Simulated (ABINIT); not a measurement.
# Cl (Cmce): G0W0 with ABINIT, start to end, part 2 of 3

Wanted: ground state, empty states, screening and self-energy for Cl (Cmce).

ABINIT 10.8.3; PBE and many-body steps on it, plane waves. Known limits of the many-body steps: not at the basis limit; coarse k mesh.

So far. Step 2 (Ground state): The gap is indirect, with the least direct gap 0.06 eV higher.

### 3. Bands along the symmetry lines

Level of this step: DFT, PBE, plane waves, norm-conserving pseudopotentials (ABINIT).

The cheap functional maps the bands first; the places of the edges decide which points the dearer methods must see.

run.abi

```
acell 3*1.0 Angstrom
rprim 
  3.145000000000 -2.250000000000 0.000000000000
  3.145000000000 2.250000000000 0.000000000000
  0.000000000000 0.000000000000 8.210000000000
ntypat 1
znucl 17
natom 4
typat 1 1 1 1
xred 
  0.870000000000 0.130000000000 0.100000000000
  0.630000000000 0.370000000000 0.600000000000
  0.130000000000 0.870000000000 0.900000000000
  0.370000000000 0.630000000000 0.400000000000
pp_dirpath "pseudos"
pseudos "Cl.upf"
ecut 25
iscf -2
irdden 1
kptopt 0
nkpt 92
kpt 
  0.00000000 0.00000000 0.00000000
  0.06250000 0.06250000 0.00000000
  0.12500000 0.12500000 0.00000000
  0.18750000 0.18750000 0.00000000
  0.25000000 0.25000000 0.00000000
  0.31250000 0.31250000 0.00000000
  0.37500000 0.37500000 0.00000000
  0.43750000 0.43750000 0.00000000
  0.50000000 0.50000000 0.00000000
  0.48474461 0.51525539 0.00000000
  0.46948923 0.53051077 0.00000000
  0.45423384 0.54576616 0.00000000
  0.43897845 0.56102155 0.00000000
  0.42372307 0.57627693 0.00000000
  0.40846768 0.59153232 0.00000000
  0.39321230 0.60678770 0.00000000
  0.37795691 0.62204309 0.00000000
  -0.37795691 0.37795691 0.00000000
  -0.33071230 0.33071230 0.00000000
  -0.28346768 0.28346768 0.00000000
  -0.23622307 0.23622307 0.00000000
  -0.18897845 0.18897845 0.00000000
  -0.14173384 0.14173384 0.00000000
  -0.09448923 0.09448923 0.00000000
  -0.04724461 0.04724461 0.00000000
  0.00000000 0.00000000 0.00000000
  0.00000000 0.00000000 0.06250000
  0.00000000 0.00000000 0.12500000
  0.00000000 0.00000000 0.18750000
  0.00000000 0.00000000 0.25000000
  0.00000000 0.00000000 0.31250000
  0.00000000 0.00000000 0.37500000
  0.00000000 0.00000000 0.43750000
  0.00000000 0.00000000 0.50000000
  -0.04724461 0.04724461 0.50000000
  -0.09448923 0.09448923 0.50000000
  -0.14173384 0.14173384 0.50000000
  -0.18897845 0.18897845 0.50000000
  -0.23622307 0.23622307 0.50000000
  -0.28346768 0.28346768 0.50000000
  -0.33071230 0.33071230 0.50000000
  -0.37795691 0.37795691 0.50000000
  0.37795691 0.62204309 0.50000000
  0.39321230 0.60678770 0.50000000
  0.40846768 0.59153232 0.50000000
  0.42372307 0.57627693 0.50000000
  0.43897845 0.56102155 0.50000000
  0.45423384 0.54576616 0.50000000
  0.46948923 0.53051077 0.50000000
  0.48474461 0.51525539 0.50000000
  0.50000000 0.50000000 0.50000000
  0.50000000 0.50000000 0.43750000
  0.50000000 0.50000000 0.37500000
  0.50000000 0.50000000 0.31250000
  0.50000000 0.50000000 0.25000000
  0.50000000 0.50000000 0.18750000
  0.50000000 0.50000000 0.12500000
  0.50000000 0.50000000 0.06250000
  0.50000000 0.50000000 0.00000000
  0.00000000 0.00000000 0.00000000
  0.00000000 0.06250000 0.00000000
  0.00000000 0.12500000 0.00000000
  0.00000000 0.18750000 0.00000000
  0.00000000 0.25000000 0.00000000
  0.00000000 0.31250000 0.00000000
  0.00000000 0.37500000 0.00000000
  0.00000000 0.43750000 0.00000000
  0.00000000 0.50000000 0.00000000
  0.00000000 0.50000000 0.06250000
  0.00000000 0.50000000 0.12500000
  0.00000000 0.50000000 0.18750000
  0.00000000 0.50000000 0.25000000
  0.00000000 0.50000000 0.31250000
  0.00000000 0.50000000 0.37500000
  0.00000000 0.50000000 0.43750000
  0.00000000 0.50000000 0.50000000
  0.00000000 0.43750000 0.50000000
  0.00000000 0.37500000 0.50000000
  0.00000000 0.31250000 0.50000000
  0.00000000 0.25000000 0.50000000
  0.00000000 0.18750000 0.50000000
  0.00000000 0.12500000 0.50000000
  0.00000000 0.06250000 0.50000000
  0.00000000 0.00000000 0.50000000
  0.06250000 0.06250000 0.50000000
  0.12500000 0.12500000 0.50000000
  0.18750000 0.18750000 0.50000000
  0.25000000 0.25000000 0.50000000
  0.31250000 0.31250000 0.50000000
  0.37500000 0.37500000 0.50000000
  0.43750000 0.43750000 0.50000000
  0.50000000 0.50000000 0.50000000
istwfk *1
nband 21
nbdbuf 2
tolwfr 1e-08
nstep 40
prtwf 0
prtvol 0
indata_prefix "in"
outdata_prefix "out"
tmpdata_prefix "tmp"
```

On the command line:

```console
$ OMP_NUM_THREADS=1 mpirun -n 8 abinit run.abi > log
```

Numbers of over 12 decimals in the logs are rounded to 6 here.

Output:

```text
.Version 10.8.3 of ABINIT. v10.8.2 released Aug 2026.

 Symmetries : space group Cm c a (# 64); Bravais oC (1-face-center ortho.)
[... echo of the input left out ...]
== DATASET  1 ==================================================================
-   mpi_nproc: 8, omp_nthreads: 1 (-1 if OMP is not activated)

--- !DatasetInfo
iteration_state: {dtset: 1, }
dimensions: {natom: 4, nkpt: 92, mband: 21, nsppol: 1, nspinor: 1, nspden: 1, mpw: 4726, }
cutoff_energies: {ecut:  25.0, pawecutdg:  -1.0, }
electrons: {nelect:   2.80000000E+01, charge:   0.00000000E+00, occopt:   1.00000000E+00, tsmear:   1.00000000E-02, }

 Real(R)+Recip(G) space primitive vectors, cartesian coordinates (Bohr,Bohr^-1):
 R(1)=  5.9431887 -4.2518838  0.0000000  G(1)=  0.0841299 -0.1175949  0.0000000
 R(2)=  5.9431887  4.2518838  0.0000000  G(2)=  0.0841299  0.1175949  0.0000000
 R(3)=  0.0000000  0.0000000 15.5146515  G(3)=  0.0000000  0.0000000  0.0644552
 Unit cell volume ucvol=  7.8410265E+02 bohr^3
 Angles (23,13,12)=  9.00000000E+01  9.00000000E+01  7.11614758E+01 degrees

 getcut: wavevector=  0.0000  0.0000  0.0000  ngfft=  36  36  72
         ecut(hartree)=     25.000   => boxcut(ratio)=   2.06184

--- Pseudopotential description ------------------------------------------------
- Cl Generated using ONCVPSP code by D. R. Hamann
- 17.00000   7.00000  171031                  znucl, zion, pspdat
12 -101130 2 -1 1028                          pspcod,pspxc,lmax,lloc,mmax
     nproj     2     2     2
  pspatm : epsatm=    9.12776517
         --- l  ekb(1:nproj) -->
             0    8.139296    0.698720
             1    3.821713    1.107519
             2   -2.938609   -0.805455
 pspatm: atomic psp has been read  and splines computed

--------------------------------------------------------------------------------

================================================================================
 prteigrs : about to open file out_EIG
 Non-SCF case, kpt    1 (  0.00000  0.00000  0.00000), residuals and eigenvalues=
  9.10E-09  4.36E-09  3.03E-09  2.84E-09  2.33E-09  3.46E-09  6.47E-09  4.11E-09
  2.64E-09  3.58E-09  8.63E-09  6.28E-09  3.92E-09  5.99E-09  2.47E-09  8.22E-09
  9.45E-09  7.05E-09  9.02E-09  1.59E-05  1.13E-05
 -6.4091E-01 -6.3353E-01 -4.9406E-01 -4.7435E-01 -2.2600E-01 -1.9657E-01
 -1.2661E-01 -1.2203E-01 -1.0941E-01 -1.0909E-01 -5.6008E-02 -4.5071E-02
 -3.5652E-02 -3.2335E-02  6.0461E-02  8.1125E-02  2.2390E-01  2.4601E-01
[...]
Non-SCF case, kpt    2 (  0.06250  0.06250  0.00000), residuals and eigenvalues=
  8.20E-09  9.68E-09  3.71E-09  9.17E-09  7.66E-09  2.11E-09  3.67E-09  3.61E-09
[...]
5.04E-09  8.87E-09  9.11E-09  2.42E-05  3.23E-05
[...]
Non-SCF case, kpt    3 (  0.12500  0.12500  0.00000), residuals and eigenvalues=
[...]
2.71E-09  8.35E-09  2.97E-09  8.64E-06  3.91E-04
[...]
Non-SCF case, kpt   91 (  0.43750  0.43750  0.50000), residuals and eigenvalues=
[...]
Non-SCF case, kpt   92 (  0.50000  0.50000  0.50000), residuals and eigenvalues=
[...]
-1.6293E-01 -1.6293E-01 -1.3168E-01 -1.3168E-01 -5.6040E-02 -5.6040E-02
 -4.7061E-02 -4.7061E-02  6.4366E-02  6.4366E-02  2.9807E-01  2.9807E-01
[...]
--- !ResultsGS
iteration_state: {dtset: 1, }
comment   : Summary of ground state results
lattice_vectors:
- [  5.9431887,  -4.2518838,   0.0000000, ]
- [  5.9431887,   4.2518838,   0.0000000, ]
- [  0.0000000,   0.0000000,  15.5146515, ]
lattice_lengths: [   7.30753,    7.30753,   15.51465, ]
lattice_angles: [ 90.000,  90.000,  71.161, ] # degrees, (23, 13, 12)
lattice_volume:   7.8410265E+02
convergence: {deltae:  0.000E+00, res2:  0.000E+00, residm:  9.980E-09, diffor:  0.000E+00, }
etotal    :  -6.55896272E+01
entropy   :   0.00000000E+00
fermie    :  -3.02756789E-02
cartesian_stress_tensor: null
pressure_GPa: null
xred      :
- [  8.7000E-01,   1.3000E-01,   1.0000E-01, Cl]
- [  6.3000E-01,   3.7000E-01,   6.0000E-01, Cl]
- [  1.3000E-01,   8.7000E-01,   9.0000E-01, Cl]
- [  3.7000E-01,   6.3000E-01,   4.0000E-01, Cl]
cartesian_forces: null
force_length_stats: {min: null, max: null, mean: null, }

 Integrated electronic density in atomic spheres:
 ------------------------------------------------
 Atom  Sphere_radius  Integrated_density
[...]
================================================================================

 ----iterations are completed or convergence reached----

 Mean square residual over all n,k,spin=   54.933E-10; max=  99.800E-10
 reduced coordinates (array xred) for    4 atoms
[...]
0.130000000000      0.870000000000      0.900000000000
       0.370000000000      0.630000000000      0.400000000000

 cartesian coordinates (angstrom) at end:
    1      3.145000    -1.665000     0.821000
    2      3.145000    -0.585000     4.926000
    3      3.145000     1.665000     7.389000
    4      3.145000     0.585000     3.284000
 length scales=  1.889726125908  1.889726125908  1.889726125908 bohr
              =  1.000000000000  1.000000000000  1.000000000000 angstroms
 prteigrs : about to open file out_EIG
 Eigenvalues (hartree) for nkpt=  92  k points:
 kpt#   1, nband= 21, wtk=  1.00000, kpt=  0.0000  0.0000  0.0000 (reduced coord)
[...]
kpt#   2, nband= 21, wtk=  1.00000, kpt=  0.0625  0.0625  0.0000 (reduced coord)
[...]
kpt#   3, nband= 21, wtk=  1.00000, kpt=  0.1250  0.1250  0.0000 (reduced coord)
[...]
kpt#  91, nband= 21, wtk=  1.00000, kpt=  0.4375  0.4375  0.5000 (reduced coord)
[...]
0.29925    0.29925    0.33074    0.33075    0.34904
 kpt#  92, nband= 21, wtk=  1.00000, kpt=  0.5000  0.5000  0.5000 (reduced coord)
  -0.62997   -0.62997   -0.48167   -0.48167   -0.21248   -0.21248   -0.16293   -0.16293
  -0.13168   -0.13168   -0.05604   -0.05604   -0.04706   -0.04706    0.06437    0.06437
   0.29807    0.29807    0.33103    0.33104    0.34782

== END DATASET(S) ==============================================================
================================================================================

 -outvars: echo values of variables after computation  --------
            nband          21
             nkpt          92
          spgroup          64
 [... the other variables as echoed above ...]

 Calculation completed.
```

Elapsed: 32 s, on 8 MPI ranks of Arm Neoverse N1, shared host; peak memory 0.63 GiB.

This step gave:

```yaml
gap: 2.457 eV
k_of_the_valence_top: 0.5, 0.5, 0
k_of_the_conduction_bottom: -0.0945, 0.0945, 0
least_direct_gap: 2.515 eV
```

The gap is 2.457 eV, −0.012 eV from the run before at this level.

The electronic bands at the labelled points (eV, zero at the top of the highest filled band):

```csv
point,band 11,band 12,band 13,band 14,band 15,band 16,band 17,band 18
Γ,-0.70,-0.40,-0.15,-0.06,2.47,3.03,6.92,7.52
halfway,-0.71,-0.45,-0.37,-0.07,2.55,2.88,8.41,8.55
Y,-0.96,-0.89,-0.36,0.00,2.55,2.74,8.58,8.67
halfway,-0.93,-0.81,-0.31,0.00,2.55,2.75,8.37,8.91
F0,-0.84,-0.66,-0.21,-0.01,2.60,2.78,8.52,9.16
jump to Δ0,-0.84,-0.66,-0.21,-0.01,2.60,2.78,8.52,9.16
halfway,-0.40,-0.30,-0.24,-0.05,2.64,2.98,8.22,8.70
Γ,-0.70,-0.40,-0.15,-0.06,2.47,3.03,6.92,7.52
halfway,-0.70,-0.49,-0.13,-0.07,2.51,2.91,7.11,7.57
Z,-0.64,-0.64,-0.10,-0.10,2.67,2.67,7.46,7.46
halfway,-0.22,-0.22,-0.14,-0.14,2.77,2.77,8.31,8.31
B0,-0.41,-0.41,-0.40,-0.40,2.68,2.68,9.21,9.21
jump to G0,-0.41,-0.41,-0.40,-0.40,2.68,2.68,9.21,9.21
halfway,-0.61,-0.61,-0.44,-0.44,2.61,2.61,8.99,8.99
T,-0.70,-0.70,-0.46,-0.46,2.58,2.58,8.93,8.93
halfway,-0.85,-0.80,-0.47,-0.13,2.54,2.68,8.67,8.79
Y,-0.96,-0.89,-0.36,0.00,2.55,2.74,8.58,8.67
jump to Γ,-0.70,-0.40,-0.15,-0.06,2.47,3.03,6.92,7.52
halfway,-0.42,-0.30,-0.25,-0.15,2.54,2.97,7.90,8.17
S,-0.51,-0.51,-0.15,-0.15,2.85,2.85,8.30,8.30
halfway,-0.46,-0.46,-0.09,-0.09,2.80,2.80,8.40,8.40
R,-0.43,-0.43,0.00,0.00,2.75,2.75,8.52,8.52
halfway,-0.39,-0.39,-0.16,-0.16,2.75,2.75,8.05,8.05
Z,-0.64,-0.64,-0.10,-0.10,2.67,2.67,7.46,7.46
halfway,-0.71,-0.71,-0.18,-0.18,2.66,2.66,8.76,8.76
T,-0.70,-0.70,-0.46,-0.46,2.58,2.58,8.93,8.93
```

### 4. Empty states on the mesh, 4×4×2 mesh, 163 bands

The sums over transitions need many empty states on a uniform mesh; this step solves for them.

run.abi

```
acell 3*1.0 Angstrom
rprim 
  3.145000000000 -2.250000000000 0.000000000000
  3.145000000000 2.250000000000 0.000000000000
  0.000000000000 0.000000000000 8.210000000000
ntypat 1
znucl 17
natom 4
typat 1 1 1 1
xred 
  0.870000000000 0.130000000000 0.100000000000
  0.630000000000 0.370000000000 0.600000000000
  0.130000000000 0.870000000000 0.900000000000
  0.370000000000 0.630000000000 0.400000000000
pp_dirpath "pseudos"
pseudos "Cl.upf"
ecut 25
ngkpt 4 4 2
nshiftk 1
shiftk 0 0 0
kptopt 1
chksymbreak 0
irdden 1
istwfk *1
nband 163
prtvol 0
optdriver 6
gwr_task "HDIAGO"
paral_kgb 0
occopt 1
indata_prefix "in"
outdata_prefix "out"
tmpdata_prefix "tmp"
```

Output:

```text
[banner, memory and clock lines left out]
.Version 10.8.3 of ABINIT. v10.8.2 released Aug 2026.

 Symmetries : space group Cm c a (# 64); Bravais oC (1-face-center ortho.)
[... echo of the input left out ...]
== DATASET  1 ==================================================================
-   mpi_nproc: 8, omp_nthreads: 1 (-1 if OMP is not activated)

--- !DatasetInfo
iteration_state: {dtset: 1, }
dimensions: {natom: 4, nkpt: 14, mband: 163, nsppol: 1, nspinor: 1, nspden: 1, mpw: 4726, }
cutoff_energies: {ecut:  25.0, pawecutdg:  -1.0, }
electrons: {nelect:   2.80000000E+01, charge:   0.00000000E+00, occopt:   1.00000000E+00, tsmear:   1.00000000E-02, }

.Using double precision arithmetic; gwpc =  8

- Reading GS density from: in_DEN

--- Pseudopotential description ------------------------------------------------
- Cl Generated using ONCVPSP code by D. R. Hamann
- 17.00000   7.00000  171031                  znucl, zion, pspdat
12 -101130 2 -1 1028                          pspcod,pspxc,lmax,lloc,mmax
     nproj     2     2     2
  pspatm : epsatm=    9.12776517
         --- l  ekb(1:nproj) -->
             0    8.139296    0.698720
             1    3.821713    1.107519
             2   -2.938609   -0.805455
 pspatm: atomic psp has been read  and splines computed

   1.02230970E+03                                ecore*ucvol(ha*bohr**3)

 Total charge density [el/Bohr^3]
)     Maximum=    2.9110E-01  at reduced coord.    0.2222    0.9444    0.8889
)     Minimum=    1.3720E-03  at reduced coord.    0.2500    0.5000    0.1389
   Integrated=    2.8000E+01

 === KS gaps after direct diagonalization ===
 Indirect band gap semiconductor
 Fundamental gap:     2.469 (eV)
   VBM:    -0.824 (eV) at k: [ 5.0000E-01,  5.0000E-01,  0.0000E+00]
   CBM:     1.645 (eV) at k: [ 0.0000E+00,  0.0000E+00,  0.0000E+00]
 Direct gap:         2.525 (eV) at k: [ 0.0000E+00,  0.0000E+00,  0.0000E+00]

== END DATASET(S) ==============================================================

 -outvars: echo values of variables after computation  --------
           etotal      0.0000000000E+00
            nband         163
             nkpt          14
          spgroup          64
 [... the other variables as echoed above ...]

 Calculation completed.
```

The job ended after 3.9 min (8 MPI ranks; peak memory 9.8 GiB).

Numbers from this step:

```
gap                                                           : 2.469 eV
k of the valence top                                          : 0.5, 0.5, 0
k of the conduction bottom                                    : 0, 0, 0
least direct gap                                              : 2.525 eV
k points computed                                             : 14
lowest point of the top converged band, above the valence top : 61.6846 eV
```

On this mesh the gap is 2.469 eV.

### 5. Screening, 4×4×2 mesh, 155 bands, screening to 130.6 eV

The RPA dielectric matrix is built and inverted for each q.

This step: RPA screening on PBE, plane waves, norm-conserving pseudopotentials.

run.abi: that of step 4 with these lines changed.

```diff
@@ -22,10 +22,11 @@
 chksymbreak 0
-irdden 1
 istwfk *1
-nband 163
-prtvol 0
-optdriver 6
-gwr_task "HDIAGO"
-paral_kgb 0
 occopt 1
+irdwfk 1
+optdriver 3
+nband 155
+ecuteps 4.8
+inclvkb 2
+awtr 1
+symchi 1
 indata_prefix "in"
```

Output:

```text
.Version 10.8.3 of ABINIT. v10.8.2 released Aug 2026.

 Symmetries : space group Cm c a (# 64); Bravais oC (1-face-center ortho.)
[... echo of the input left out ...]
== DATASET  1 ==================================================================
-   mpi_nproc: 8, omp_nthreads: 1 (-1 if OMP is not activated)

--- !DatasetInfo
iteration_state: {dtset: 1, }
dimensions: {natom: 4, nkpt: 14, mband: 155, nsppol: 1, nspinor: 1, nspden: 1, mpw: 4726, }
cutoff_energies: {ecut:  25.0, pawecutdg:  -1.0, }
electrons: {nelect:   2.80000000E+01, charge:   0.00000000E+00, occopt:   1.00000000E+00, tsmear:   1.00000000E-02, }

 SCREENING: Calculation of the susceptibility and dielectric matrices

 Based on a program developped by R.W. Godby, V. Olevano, G. Onida, and L. Reining.
 Incorporated in ABINIT by V. Olevano, G.-M. Rignanese, and M. Torrent.
.Using double precision arithmetic ; gwpc =  8

[... cell and pseudopotentials left out ...]
--------------------------------------------------------------------------------

 ==== K-mesh for the wavefunctions ====
 Number of points in the irreducible wedge :    14
[... list of points left out ...]
 Together with  8 symmetry operations and time-reversal symmetry
 yields    32 points in the full Brillouin Zone.

 ==== Q-mesh for the screening function ====
 Number of points in the irreducible wedge :    14
[... list of points left out ...]
 Together with  8 symmetry operations and time-reversal symmetry
 yields    32 points in the full Brillouin Zone.

 setmesh: FFT mesh size selected  =    24x   24x   54
          total number of points  =        31104

 vcoul_init : cutoff-mode = AUXILIARY_FUNCTION
 q-points for optical limit:   1
     1)      0.000010    0.000020    0.000030

- screening: taking advantage of time-reversal symmetry
- Maximum band index for partially occupied states nbvw = 14
- Remaining bands to be divided among processors   nbcw = 141
- Number of bands treated by each node ~17

 Number of electrons calculated from density =   28.0000; Expected =   28.0000
 average of density, n =  0.035710
 r_s =    1.8838
 omega_plasma =   18.2284 [eV]

 calculating chi0 at frequencies [eV] :
  1    0.000000E+00    0.000000E+00
  2    0.000000E+00    1.822838E+01

--------------------------------------------------------------------------------
  q-point number  1        q = ( 0.000000, 0.000000, 0.000000) [r.l.u.]
--------------------------------------------------------------------------------
[... chi0 elements left out ...]
 For q-point:  0.000010 0.000020 0.000030
  dielectric constant =   2.8120
  dielectric constant without local fields =   3.4605

  Average fulfillment of the sum rule on Im[epsilon] for q-point    1 :     73.32  [%]
[... wings left out ...]
  q-point number  2        q = ( 0.250000, 0.000000, 0.000000) [r.l.u.]
--------------------------------------------------------------------------------
[... chi0 elements left out ...]
  Average fulfillment of the sum rule on Im[epsilon] for q-point    2 :     76.72  [%]

 [... 12 further q-points ...]
```

Run time: 2.6 min. Hardware: 8 MPI ranks; peak memory 2.6 GiB; 21 min of CPU time.

Numbers from this step:

```
ε∞ with local fields, on this mesh, along the program's q direction : 2.812
the same without local fields                                       : 3.461
plasma frequency                                                    : 18.23 eV
plane waves in the screening matrix                                 : 403
```

Local fields lower ε∞ by 19 %. On a Γ-centred mesh this coarse the value itself is usually too large, while a short band sum pulls it down.

[end of part 2 of 3]

[Paths, hosts, dates, memory and timing lines, banners, echoed tables and standing remarks are left out of the program output.]

[Logs are printed without paths, hosts, clocks, repeated set-up lines and the standing remarks that a program may print on its own settings, such as how far it seeks lower states.]

[Runs of the session that timed out or met a known fault of the program may be left out.]

[Hosts, paths, dates, database ids (printed as entryN), source tags and the programs' standing remarks are cut or masked in the printed files.]

[G0W0 gaps are taken among the corrected bands and points alone; a level outside them can change the order at an edge.]

[Where Ansatz stands beside ABINIT at settings called matched, ABINIT's density can come from a denser mesh and the files from another edition; pairs whose starting gaps differed by over 0.03 eV were left out, so agreement reads better than it is.]
